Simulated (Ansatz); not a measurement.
# Preparing La2PbS4 (I-42d) as a host crystal, part 3 of 4

Aim: the runs on the perfect crystal La2PbS4 (I-42d) that a defect calculation needs first.

Ansatz 0.2.0; plane-wave PAW DFT, PBEsol; relaxation of the host's cell and atoms (the session's first sound run).

So far. Step 3 (Dielectric tensors of the host): The principal values of the electronic dielectric tensor are 9.65, 9.97 and 9.97. The principal values of the static dielectric tensor are 35.03, 38.65 and 38.65.

**6. Defect free supercell relaxed from its symmetric sites**

This cell, the one that will hold the defects, is built from the relaxed host. Its coarser k-points can move the atoms a little, so it is relaxed from the symmetric sites, as the reference for the test of stability.

This step: plane-wave PAW DFT, PBEsol; relaxation of the defect-free supercell from its symmetric sites (Ansatz 0.2.0).

Contents of pristine.symmetric/input.yaml:

```yaml
crystal:
  lattice:
    - [0.0, 8.687003546, 8.6461405635]
    - [8.687003546, 0.0, 8.6461405635]
    - [8.687003546, 8.687003546, 0.0]
  atoms:
    - { symbol: La, position: [0.120060898, 0.004939102, 0.129939102] }
    - { symbol: La, position: [0.370060898, 0.254939102, 0.379939102] }
    - { symbol: La, position: [0.620060898, 0.504939102, 0.629939102] }
    - { symbol: La, position: [0.870060898, 0.754939102, 0.879939102] }
    - { symbol: La, position: [0.004939102, 0.120060898, 0.745060898] }
    - { symbol: La, position: [0.254939102, 0.370060898, 0.995060898] }
    - { symbol: La, position: [0.504939102, 0.620060898, 0.245060898] }
    - { symbol: La, position: [0.754939102, 0.870060898, 0.495060898] }
    - { symbol: La, position: [0.245060898, 0.629939102, 0.620060898] }
    - { symbol: La, position: [0.495060898, 0.879939102, 0.870060898] }
    - { symbol: La, position: [0.745060898, 0.129939102, 0.120060898] }
    - { symbol: La, position: [0.995060898, 0.379939102, 0.370060898] }
    - { symbol: La, position: [0.129939102, 0.745060898, 0.004939102] }
    - { symbol: La, position: [0.379939102, 0.995060898, 0.254939102] }
    - { symbol: La, position: [0.629939102, 0.245060898, 0.504939102] }
    - { symbol: La, position: [0.879939102, 0.495060898, 0.754939102] }
    - { symbol: Pb, position: [0.125, 0.625, 0.375] }
    - { symbol: Pb, position: [0.375, 0.875, 0.625] }
    - { symbol: Pb, position: [0.625, 0.125, 0.875] }
    - { symbol: Pb, position: [0.875, 0.375, 0.125] }
    - { symbol: Pb, position: [0.0, 0.0, 0.5] }
    - { symbol: Pb, position: [0.25, 0.25, 0.75] }
    - { symbol: Pb, position: [0.5, 0.5, 0.0] }
    - { symbol: Pb, position: [0.75, 0.75, 0.25] }
    - { symbol: S, position: [0.2208291505, 0.9733744934, 0.8555943188] }
    - { symbol: S, position: [0.4708291505, 0.2233744934, 0.1055943188] }
    - { symbol: S, position: [0.7208291505, 0.4733744934, 0.3555943188] }
    - { symbol: S, position: [0.9708291505, 0.7233744934, 0.6055943188] }
    - { symbol: S, position: [0.2305943188, 0.8252020373, 0.3458291505] }
    - { symbol: S, position: [0.4805943188, 0.0752020373, 0.5958291505] }
    - { symbol: S, position: [0.7305943188, 0.3252020373, 0.8458291505] }
    - { symbol: S, position: [0.9805943188, 0.5752020373, 0.0958291505] }
    - { symbol: S, position: [0.0752020373, 0.4805943188, 0.8483744934] }
    - { symbol: S, position: [0.3252020373, 0.7305943188, 0.0983744934] }
    - { symbol: S, position: [0.5752020373, 0.9805943188, 0.3483744934] }
    - { symbol: S, position: [0.8252020373, 0.2305943188, 0.5983744934] }
    - { symbol: S, position: [0.0983744934, 0.8458291505, 0.7305943188] }
    - { symbol: S, position: [0.3483744934, 0.0958291505, 0.9805943188] }
    - { symbol: S, position: [0.5983744934, 0.3458291505, 0.2305943188] }
    - { symbol: S, position: [0.8483744934, 0.5958291505, 0.4805943188] }
    - { symbol: S, position: [0.1055943188, 0.2002020373, 0.2233744934] }
    - { symbol: S, position: [0.3555943188, 0.4502020373, 0.4733744934] }
    - { symbol: S, position: [0.6055943188, 0.7002020373, 0.7233744934] }
    - { symbol: S, position: [0.8555943188, 0.9502020373, 0.9733744934] }
    - { symbol: S, position: [0.0958291505, 0.3483744934, 0.5752020373] }
    - { symbol: S, position: [0.3458291505, 0.5983744934, 0.8252020373] }
    - { symbol: S, position: [0.5958291505, 0.8483744934, 0.0752020373] }
    - { symbol: S, position: [0.8458291505, 0.0983744934, 0.3252020373] }
    - { symbol: S, position: [0.2002020373, 0.1055943188, 0.4708291505] }
    - { symbol: S, position: [0.4502020373, 0.3555943188, 0.7208291505] }
    - { symbol: S, position: [0.7002020373, 0.6055943188, 0.9708291505] }
    - { symbol: S, position: [0.9502020373, 0.8555943188, 0.2208291505] }
    - { symbol: S, position: [0.2233744934, 0.4708291505, 0.2002020373] }
    - { symbol: S, position: [0.4733744934, 0.7208291505, 0.4502020373] }
    - { symbol: S, position: [0.7233744934, 0.9708291505, 0.7002020373] }
    - { symbol: S, position: [0.9733744934, 0.2208291505, 0.9502020373] }
basis:
  ecutwfc: 420
  xc_grid: 2
hamiltonian:
  xc: pbesol
kpoints:
  mp_grid: { grid: [1, 1, 1], shift: [0.25, 0.25, 0.25] }
scf:
  occupations: { method: fermi_dirac, width: 0.01 }
  max_iter: 80
output:
  forces: true
relax:
  f_tol: 0.01
  max_steps: 60
  escape_saddle: false
checkpoint:
  write: "../pristine.symmetric.run"
  compress: false
  write_wavefunctions: false
  write_every: 100000
```

Launch:

```sh
> ansatz run input.yaml --threads 4 --pin off --max-ram 7536MiB --backend cpu --events-out ev --progress --plain --runs-dir out
```

Numbers of over 12 decimals in the logs are rounded to 6 here.

What it wrote:

```text
[...]
Crystal: 56 atoms, lattice volume = 1304.945 Å³
Basis set: ecut = 420 eV, 25557 PW (Γ), exchange–correlation on 180×180×180 points (8 copies of the dense FFT grid, shifted against one another)
Bands: 296, of which v1, the nominal top of the filled ones, is band 240 counted from 1 (239 counted from 0)
Symmetry: 8 space group operations
k-points: 1
[...]
SCF iter   1: F=—  HF=-221035.039238 eV  |F-HF|=—  |Δ(HF+E_count)|=         —  Δρ=5.63e-3  dr2=6.01e-1  ethr=1.77e-3  ⟨swp⟩=10.0  Hψ=1517  notcnv=0  defer=12
[...]
SCF iter   6: F=-221034.914729 eV  HF=-221034.914731 eV  |F-HF|=1.19e-6  |Δ(HF+E_count)|=   4.81e-6  Δρ=9.12e-6  dr2=2.43e-6  ethr=5.21e-10  ⟨swp⟩=5.0  Hψ=1075  notcnv=0
SCF 1 converged in 6 iterations: F = -221034.914729 eV  dr2 = 2.43e-6
[...]
relax step   1: F+E_penalty+E_count = -221034.91472934 eV  Δ(F+E_penalty+E_count) = +0.000e0 eV  max|allowed force component| = 5.557e-2 eV/Å  Δτ_max = 0.0000 Å  (6 SCF iters, dr2 threshold 2.50e-6 eV, accepted)
[...]
relax step   2: F+E_penalty+E_count = -221034.91181411 eV  Δ(F+E_penalty+E_count) = +2.915e-3 eV  max|allowed force component| = 6.156e-2 eV/Å  Δτ_max = 0.0203 Å  (6 SCF iters, dr2 threshold 1.93e-7 eV, rejected (line search))
SCF iter   1: F=—  HF=-221034.921229 eV  |F-HF|=—  |Δ(HF+E_count)|=         —  Δρ=5.08e-4  dr2=4.60e-3  ethr=1.11e-5  ⟨swp⟩=6.0  Hψ=743  notcnv=0  defer=47
[...]
SCF iter   6: F=-221034.920855 eV  HF=-221034.920855 eV  |F-HF|=6.58e-9  |Δ(HF+E_count)|=   3.63e-8  Δρ=7.08e-7  dr2=1.13e-8  ethr=2.08e-11  ⟨swp⟩=4.0  Hψ=1018  notcnv=0
SCF 3 converged in 6 iterations: F = -221034.920855 eV  dr2 = 1.13e-8
relax step   3: F+E_penalty+E_count = -221034.92085519 eV  Δ(F+E_penalty+E_count) = -6.126e-3 eV  max|allowed force component| = 9.997e-3 eV/Å  Δτ_max = 0.0099 Å  (6 SCF iters, accepted)
SCF converged after 6 iterations
Free energy (F): -221034.920855 eV
[...]
Internal energy: -221034.920855 eV  (E = F + TS)
E sigma→0 (E₀):  -221034.920855 eV
Fermi energy:    10.342922 eV
[...]
--- Forces (eV/Å), atoms counted from 1 ---
  atom   1  La     0.00079668    -0.00761916    -0.00008821
  atom   2  La     0.00079668    -0.00761916    -0.00008821
  atom   3  La     0.00079668    -0.00761916    -0.00008821
  atom   4  La     0.00079668    -0.00761916    -0.00008821
  atom   5  La     0.00028883     0.00781357     0.00415897
  atom   6  La     0.00028883     0.00781357     0.00415897
  atom   7  La     0.00028883     0.00781357     0.00415897
  atom   8  La     0.00028883     0.00781357     0.00415897
  atom   9  La     0.00781357     0.00028883     0.00415897
  atom  10  La     0.00781357     0.00028883     0.00415897
  atom  11  La     0.00781357     0.00028883     0.00415897
  atom  12  La     0.00781357     0.00028883     0.00415897
  atom  13  La    -0.00761916     0.00079668    -0.00008821
  atom  14  La    -0.00761916     0.00079668    -0.00008821
  atom  15  La    -0.00761916     0.00079668    -0.00008821
  atom  16  La    -0.00761916     0.00079668    -0.00008821
  atom  17  Pb    -0.00094068    -0.00051583     0.00789544
  atom  18  Pb    -0.00094068    -0.00051583     0.00789544
  atom  19  Pb    -0.00094068    -0.00051583     0.00789544
  atom  20  Pb    -0.00094068    -0.00051583     0.00789544
  atom  21  Pb    -0.00051583    -0.00094068     0.00789544
  atom  22  Pb    -0.00051583    -0.00094068     0.00789544
  atom  23  Pb    -0.00051583    -0.00094068     0.00789544
  atom  24  Pb    -0.00051583    -0.00094068     0.00789544
  atom  25  S      0.00160496     0.00287807     0.00202727
  atom  26  S      0.00160496     0.00287807     0.00202727
  atom  27  S      0.00160496     0.00287807     0.00202727
  atom  28  S      0.00160496     0.00287807     0.00202727
  atom  29  S      0.00276525    -0.00201345     0.00292781
  atom  30  S      0.00276525    -0.00201345     0.00292781
  atom  31  S      0.00276525    -0.00201345     0.00292781
  atom  32  S      0.00276525    -0.00201345     0.00292781
  atom  33  S     -0.00336244     0.00307653    -0.00691968
  atom  34  S     -0.00336244     0.00307653    -0.00691968
  atom  35  S     -0.00336244     0.00307653    -0.00691968
  atom  36  S     -0.00336244     0.00307653    -0.00691968
  atom  37  S      0.00287807     0.00160496     0.00202727
  atom  38  S      0.00287807     0.00160496     0.00202727
  atom  39  S      0.00287807     0.00160496     0.00202727
  atom  40  S      0.00287807     0.00160496     0.00202727
[...]
atom  45  S     -0.00089352    -0.00387809    -0.00999591
  atom  46  S     -0.00089352    -0.00387809    -0.00999591
  atom  47  S     -0.00089352    -0.00387809    -0.00999591
  atom  48  S     -0.00089352    -0.00387809    -0.00999591
  atom  49  S     -0.00201345     0.00276525     0.00292781
  atom  50  S     -0.00201345     0.00276525     0.00292781
  atom  51  S     -0.00201345     0.00276525     0.00292781
  atom  52  S     -0.00201345     0.00276525     0.00292781
  atom  53  S     -0.00387809    -0.00089352    -0.00999591
  atom  54  S     -0.00387809    -0.00089352    -0.00999591
  atom  55  S     -0.00387809    -0.00089352    -0.00999591
  atom  56  S     -0.00387809    -0.00089352    -0.00999591
  max |Σ_I F_I| component: 4.56e-5 eV/Å
--- Relaxed structure (3 steps of the walk, 2 accepted, 0 SCFs on fresh bases) ---
  F+E_penalty+E_count = -221034.92085519 eV   max|allowed force component| = 9.997e-3 eV/Å
  atoms:
    - { symbol: La, position: [0.119772, 0.005398, 0.129741] }
    - { symbol: La, position: [0.369772, 0.255398, 0.379741] }
    - { symbol: La, position: [0.619772, 0.505398, 0.629741] }
    - { symbol: La, position: [0.869772, 0.755398, 0.879741] }
    - { symbol: La, position: [0.005470, 0.119731, 0.745179] }
    - { symbol: La, position: [0.255470, 0.369731, 0.995179] }
    - { symbol: La, position: [0.505470, 0.619731, 0.245179] }
    - { symbol: La, position: [0.755470, 0.869731, 0.495179] }
    - { symbol: La, position: [0.244731, 0.630470, 0.620179] }
    - { symbol: La, position: [0.494731, 0.880470, 0.870179] }
    - { symbol: La, position: [0.744731, 0.130470, 0.120179] }
    - { symbol: La, position: [0.994731, 0.380470, 0.370179] }
    - { symbol: La, position: [0.130398, 0.744772, 0.004741] }
    - { symbol: La, position: [0.380398, 0.994772, 0.254741] }
    - { symbol: La, position: [0.630398, 0.244772, 0.504741] }
    - { symbol: La, position: [0.880398, 0.494772, 0.754741] }
    - { symbol: Pb, position: [0.125081, 0.624954, 0.374914] }
    - { symbol: Pb, position: [0.375081, 0.874954, 0.624914] }
    - { symbol: Pb, position: [0.625081, 0.124954, 0.874914] }
    - { symbol: Pb, position: [0.875081, 0.374954, 0.124914] }
    - { symbol: Pb, position: [-4.604013869396398e-5, 8.073836565670241e-5, 0.499914] }
    - { symbol: Pb, position: [0.249954, 0.250081, 0.749914] }
    - { symbol: Pb, position: [0.499954, 0.500081, -8.621432842226273e-5] }
    - { symbol: Pb, position: [0.749954, 0.750081, 0.249914] }
    - { symbol: S, position: [0.220913, 0.973235, 0.855949] }
    - { symbol: S, position: [0.470913, 0.223235, 0.105949] }
    - { symbol: S, position: [0.720913, 0.473235, 0.355949] }
    - { symbol: S, position: [0.970913, 0.723235, 0.605949] }
    - { symbol: S, position: [0.230841, 0.825609, 0.345466] }
    - { symbol: S, position: [0.480841, 0.075609, 0.595466] }
    - { symbol: S, position: [0.730841, 0.325609, 0.845466] }
    - { symbol: S, position: [0.980841, 0.575609, 0.095466] }
    - { symbol: S, position: [0.075323, 0.480463, 0.848439] }
    - { symbol: S, position: [0.325323, 0.730463, 0.098439] }
    - { symbol: S, position: [0.575323, 0.980463, 0.348439] }
    - { symbol: S, position: [0.825323, 0.230463, 0.598439] }
    - { symbol: S, position: [0.098235, 0.845913, 0.730949] }
    - { symbol: S, position: [0.348235, 0.095913, 0.980949] }
    - { symbol: S, position: [0.598235, 0.345913, 0.230949] }
    - { symbol: S, position: [0.848235, 0.595913, 0.480949] }
    - { symbol: S, position: [0.105463, 0.200323, 0.223439] }
    - { symbol: S, position: [0.355463, 0.450323, 0.473439] }
    - { symbol: S, position: [0.605463, 0.700323, 0.723439] }
    - { symbol: S, position: [0.855463, 0.950323, 0.973439] }
    - { symbol: S, position: [0.095209, 0.348002, 0.575313] }
    - { symbol: S, position: [0.345209, 0.598002, 0.825313] }
    - { symbol: S, position: [0.595209, 0.848002, 0.075313] }
    - { symbol: S, position: [0.845209, 0.098002, 0.325313] }
    - { symbol: S, position: [0.200609, 0.105841, 0.470466] }
    - { symbol: S, position: [0.450609, 0.355841, 0.720466] }
    - { symbol: S, position: [0.700609, 0.605841, 0.970466] }
    - { symbol: S, position: [0.950609, 0.855841, 0.220466] }
    - { symbol: S, position: [0.223002, 0.470209, 0.200313] }
    - { symbol: S, position: [0.473002, 0.720209, 0.450313] }
    - { symbol: S, position: [0.723002, 0.970209, 0.700313] }
    - { symbol: S, position: [0.973002, 0.220209, 0.950313] }
```

The job ended after 55 s (4 threads of Arm Neoverse V1, shared host; peak memory 2.6 GiB).

Relaxation path:

```
step  energy less that of the first step (eV)  largest force component (eV/Å)
   1                                   0.0000                          0.0556
   2                                   0.0029                          0.0616
   3                                  -0.0061                          0.0100
```

Relaxation step 2 was tried and not accepted.

Forces are held to the 8 operations that the run works with; a distortion that breaks them can't arise in this run.

(Part 3 of 4 ends here.)

[Logs are printed without paths, hosts, clocks, repeated set-up lines and the standing remarks that a program may print on its own settings, such as how far it seeks lower states.]

[Hosts, paths, dates, database ids (printed as entryN), source tags and the programs' standing remarks are cut or masked in the printed files.]

[Runs of the host that timed out are not shown.]

[For some hosts the program warned that the k-mesh of the response run may be too coarse for force constants and the static dielectric constant; such warnings are not always shown.]
